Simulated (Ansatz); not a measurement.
In doubt: masses and optical values from hybrid runs of this build are listed as unsure (in some of the runs), which bears on the screening that GW takes from such a start.

Consider K2LiScI6 (double perovskite (elpasolite)) (Fm-3m).

The structure was built from a prototype and need not be the compound's stable phase.

```xyz
10
Lattice="0.0000 5.8554 5.8554 5.8554 0.0000 5.8554 5.8554 5.8554 0.0000" Properties=species:S:1:pos:R:3 pbc="T T T"
K     2.9277    2.9277    2.9277
K     8.7831    8.7831    8.7831
Li    0.0000    0.0000    0.0000
Sc    5.8554    5.8554    5.8554
I     8.7434    5.8554    5.8554
I     5.8554    2.9673    5.8554
I     5.8554    8.7434    5.8554
I     2.9673    5.8554    5.8554
I     5.8554    5.8554    8.7434
I     5.8554    5.8554    2.9673
```

The structure was relaxed with PBE. The structure type comes from a generator and need not be one that this composition takes. The runs that relaxed it are not among those shown. Spin-orbit coupling is left out unless a run names it. PAW set soft_2, made with PBE.

Gaps computed with Ansatz 0.2.0 without a self-energy: HSE06 3.19 eV, r2SCAN 2.41 eV and PBE0 3.91 eV.

Question: What gap should G0W0 on HSE06 give (2×2×2 mesh, 1198 empty bands, screening to 120 eV, default PAW files)?

About 4.57 eV: on its mesh the run moves the gap from 3.19 eV by +1.38 eV. Among the scalar-relativistic levels given, PBE0 is nearest (−0.66 eV). Bands and cutoff are finite, so the gap is not at the basis limit. The miss can reach some tenths of an eV and take either sign; the mesh is an error of its own. The 2×2×2 mesh is coarse for this cell (its supercell is 17 Å along the shortest edge). The RPA ε∞ on it, from the HSE06 start, is 3.37; such meshes misread the long-range screening, most where the gap is narrow. The many-body steps are scalar-relativistic: spin-orbit coupling is not in them.

[Paths, hosts, dates, memory and timing lines, banners, echoed tables and standing remarks are left out of the program output.]

[Logs are printed without paths, hosts, clocks, repeated set-up lines and the standing remarks that a program may print on its own settings, such as how far it seeks lower states.]

[Runs of the session that timed out or met a known fault of the program may be left out.]

[Cells called generated may have been cut or substituted from an entry of the Crystallography Open Database or the Materials Project.]

[Hosts, paths, dates, database ids (printed as entryN), source tags and the programs' standing remarks are cut or masked in the printed files.]
